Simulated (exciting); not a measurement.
# Electron–core-hole interaction in the S L₂,₃ spectrum of CsLaS2, part 3 of 3

How far do the exchange and direct terms reshape the S L₂,₃ edge of CsLaS2?

exciting sodium; X-ray absorption, core-level Bethe-Salpeter equation, exchange and statically screened direct term, Tamm-Dancoff, all-electron LAPW+lo LDA.

So far. Step 4 (Screening, kernels and BSE for S atom 3): Maxima (height): 2.0 eV (0.34), 9.4 eV (1.00), 12.3 eV (0.97), 14.2 eV (0.79), 17.0 eV (0.67) and 18.5 eV (0.71). Step 6 (Exchange alone): Maxima (height): 10.8 eV (0.64), 13.9 eV (0.89), 15.7 eV (0.83), 17.9 eV (0.76) and 20.0 eV (0.86); 2 lower ones aren't listed. Against the independent-particle run the r.m.s. difference is 4 %.

### 7. Coarser mesh

Changed against the first singlet run: k mesh from 2×2×2 to 1×1×1.

input.xml

```
<input>
  <title>CsLaS2</title>
  <structure speciespath="." autormt="false" epslat="1.0e-5">
    <crystal>
      <basevect>4.0931101409 2.3631582417 15.3080037591</basevect>
      <basevect>-4.0931101409 2.3631582417 15.3080037591</basevect>
      <basevect>0.0000000000 -4.7263164834 15.3080037591</basevect>
    </crystal>
    <species speciesfile="La.xml" rmt="2.464">
      <atom coord="0.5000000000 0.5000000000 0.5000000000"/>
    </species>
    <species speciesfile="Cs.xml" rmt="2.464">
      <atom coord="0.0000000000 0.0000000000 0.0000000000"/>
    </species>
    <species speciesfile="S.xml" rmt="2.300">
      <atom coord="0.7709144900 0.7709144900 0.7709144900"/>
      <atom coord="0.2290855100 0.2290855100 0.2290855100"/>
    </species>
  </structure>
  <groundstate do="skip" xctype="LDA_PW" ngridk="3 3 3" rgkmax="7" gmaxvr="14" nempty="8" swidth="0.001" maxscl="100" epsengy="1e-5"/>
  <xs xstype="BSE" ngridk="1 1 1" ngridq="1 1 1" vkloff="0.097 0.273 0.493" rgkmax="7" nempty="72" gqmax="3" lmaxapwwf="5" lmaxemat="3" broad="0.01654" tevout="true">
    <energywindow intv="5.073 6.736" points="452"/>
    <screening screentype="full" nempty="103"/>
    <BSE xas="true" xasspecies="3" xasatom="1" xasedge="L23" bsetype="singlet" nstlxas="1 68"/>
    <qpointset>
      <qpoint>0 0 0</qpoint>
    </qpointset>
    <plan>
      <doonly task="xsgeneigvec"/>
      <doonly task="writepmatxs"/>
      <doonly task="scrgeneigvec"/>
      <doonly task="scrwritepmat"/>
      <doonly task="screen"/>
      <doonly task="scrcoulint"/>
    </plan>
  </xs>
</input>
```

input.xml for the exchange start (cutoff and plan only)

```
  gqmax="2.5"
  <plan>
    <doonly task="exccoulint"/>
  </plan>
```

input.xml for the last start (plan only)

```
  <plan>
    <doonly task="bse"/>
  </plan>
```

Command:

```console
OMP_NUM_THREADS=4 exciting
OMP_NUM_THREADS=4 exciting
OMP_NUM_THREADS=4 exciting
```

Numbers of over 12 decimals in the logs are rounded to 6 here.

What it wrote:

```text
| EXCITING SODIUM started for task xsgeneigvec ( 301)                          =
One-shot GS runs for BSE calculations
One-shot GS runs for k+qmt/2 grids
Info(xsgeneigvec): Generating eigenvectors for Q-point      1
Info(xsgeneigvec): Generation of eigenvectors finished
| EXCITING SODIUM started for task writepmatxs ( 320)                          =
Info(writepmatxs): Momentum matrix elements finished
| EXCITING SODIUM started for task scrgeneigvec ( 401)                         =
One-shot GS runs for BSE calculations
One-shot GS runs for k+qmt/2 grids
[...]
Info(setup_bse_block): Setting up RR part of hamiltonian
Info(setup_bse_block): Singlet spin state
Info(bse): Diagonalizing RR Hamiltonian (TDA)
Info(bse): Invoking Lapack routine ZHEEVR
       408 eigen solutions found in the interval:
         i1=       1 i2=     408
Info(bse): Writing excition energies and oscillator strengths to text file.
Info(makespectrum_dist): Making spectrum using formula for coupling with time reversed AR basis.
Info(makespectrum_dist): Using formalism for vanishing momentum transfer.
Info(writederived): Writing quantities derived from the macroscopic dielectric function.
Info(bselauncher): Spectrum finished for iqmt=  1
Info(bselauncher): All done for BSE type singlet
```

Elapsed: 2 min, on 4 threads of Arm Neoverse V1, shared host.

These settings are cheaper. Against the singlet run the r.m.s. difference is 11 %. The highest maximum lies at 11.0 eV (1.02), against 9.4 eV (1.00). The first bright state moves from -0.96 to -1.31 eV. The lowest bare transition of this run lies at 0.57 eV, against 0.09. A coarse mesh samples few band energies, and it inflates the long-range part of the attraction.

| E (eV) | first run | this run |
| --- | --- | --- |
| -3.0 | 0.02 | 0.02 |
| -2.0 | 0.04 | 0.04 |
| -1.0 | 0.11 | 0.12 |
| 0.0 | 0.17 | 0.15 |
| 1.0 | 0.26 | 0.27 |
| 2.0 | 0.34 | 0.34 |
| 3.0 | 0.30 | 0.22 |
| 4.0 | 0.29 | 0.28 |
| 5.0 | 0.34 | 0.34 |
| 6.0 | 0.43 | 0.43 |
| 7.0 | 0.59 | 0.64 |
| 8.0 | 0.74 | 0.83 |
| 9.0 | 0.89 | 0.89 |
| 10.0 | 0.87 | 0.83 |
| 11.0 | 0.82 | 1.02 |
| 12.0 | 0.93 | 0.86 |
| 13.0 | 0.93 | 0.90 |
| 14.0 | 0.77 | 0.74 |
| 15.0 | 0.69 | 0.59 |
| 16.0 | 0.63 | 0.74 |
| 17.0 | 0.67 | 0.63 |
| 18.0 | 0.68 | 0.59 |
| 19.0 | 0.66 | 0.55 |
| 20.0 | 0.59 | 0.56 |
| 21.0 | 0.51 | 0.57 |
| 22.0 | 0.51 | 0.55 |

### 8. From independent particles to the full kernel

| level | curve passes 0.15 (eV) | highest maximum (eV) | its height |
| --- | --- | --- | --- |
| IP | 2.7 | 13.9 | 0.92 |
| RPA | 2.8 | 13.9 | 0.89 |
| singlet | -0.2 | 9.4 | 1.00 |

| E (eV) | IP | RPA | singlet |
| --- | --- | --- | --- |
| -3.0 | 0.01 | 0.01 | 0.02 |
| -2.0 | 0.01 | 0.01 | 0.04 |
| -1.0 | 0.02 | 0.02 | 0.11 |
| 0.0 | 0.04 | 0.04 | 0.17 |
| 1.0 | 0.09 | 0.08 | 0.26 |
| 2.0 | 0.11 | 0.10 | 0.34 |
| 3.0 | 0.17 | 0.16 | 0.30 |
| 4.0 | 0.23 | 0.22 | 0.29 |
| 5.0 | 0.23 | 0.22 | 0.34 |
| 6.0 | 0.22 | 0.21 | 0.43 |
| 7.0 | 0.26 | 0.24 | 0.59 |
| 8.0 | 0.32 | 0.30 | 0.74 |
| 9.0 | 0.41 | 0.38 | 0.89 |
| 10.0 | 0.56 | 0.51 | 0.87 |
| 11.0 | 0.67 | 0.63 | 0.82 |
| 12.0 | 0.69 | 0.64 | 0.93 |
| 13.0 | 0.83 | 0.78 | 0.93 |
| 14.0 | 0.92 | 0.89 | 0.77 |
| 15.0 | 0.81 | 0.80 | 0.69 |
| 16.0 | 0.83 | 0.82 | 0.63 |
| 17.0 | 0.77 | 0.77 | 0.67 |
| 18.0 | 0.76 | 0.76 | 0.68 |
| 19.0 | 0.79 | 0.79 | 0.66 |
| 20.0 | 0.84 | 0.86 | 0.59 |
| 21.0 | 0.80 | 0.83 | 0.51 |
| 22.0 | 0.75 | 0.78 | 0.51 |

### 9. Summary of results

| Property | Result |
| --- | --- |
| absorber and edge | S L₂,₃, atom 3 |
| surroundings | 3 La at 2.93 Å and 3 Cs at 3.56 Å (distorted octahedral, site symmetry 3m) |
| first bright state | -0.96 eV from the Kohn–Sham onset, on this mesh |
| highest maximum | 9.4 eV |
| cost of the BSE run | 15 min on 4 MPI ranks of Arm Neoverse V1, shared host; the last task ran on as many threads |

**Reading.** Is a core exciton bound? Yes on this mesh: the first bright state (over 5 % of the brightest) lies at -0.96 eV from the Kohn–Sham onset and at -1.05 eV from the lowest bare transition of its own mesh. Exchange alone changes the independent-particle spectrum by 4 % r.m.s. A mesh of 8 points doesn't converge binding energies, and fine structure above the first lines is partly noise of the mesh. The kernel cutoff is low for a compact core orbital, so the effect of exchange is a lower bound. The zero comes from the unshifted 3×3×3 ground-state mesh; it is exact only where the band minimum lies on that mesh. The conduction states carry no spin here, so the exchange coupling to the spinor core hole is only partly held. The Kohn–Sham onset, 150 eV, is no photon energy (tabulated edge of the element: 162.5 eV): the scale needs a rigid shift. No quasiparticle correction widens the gap or stretches the bands. Vibrations and energy-dependent lifetimes are left out. The structure is a Materials Project entry, computed there, and may be a hypothetical form.

[Banner, clock and machine lines of the logs are left out without a mark of their own.]

[Logs are printed without paths, hosts, clocks, repeated set-up lines and the standing remarks that a program may print on its own settings, such as how far it seeks lower states.]

[Hosts, paths, dates, database ids (printed as entryN), source tags and the programs' standing remarks are cut or masked in the printed files.]
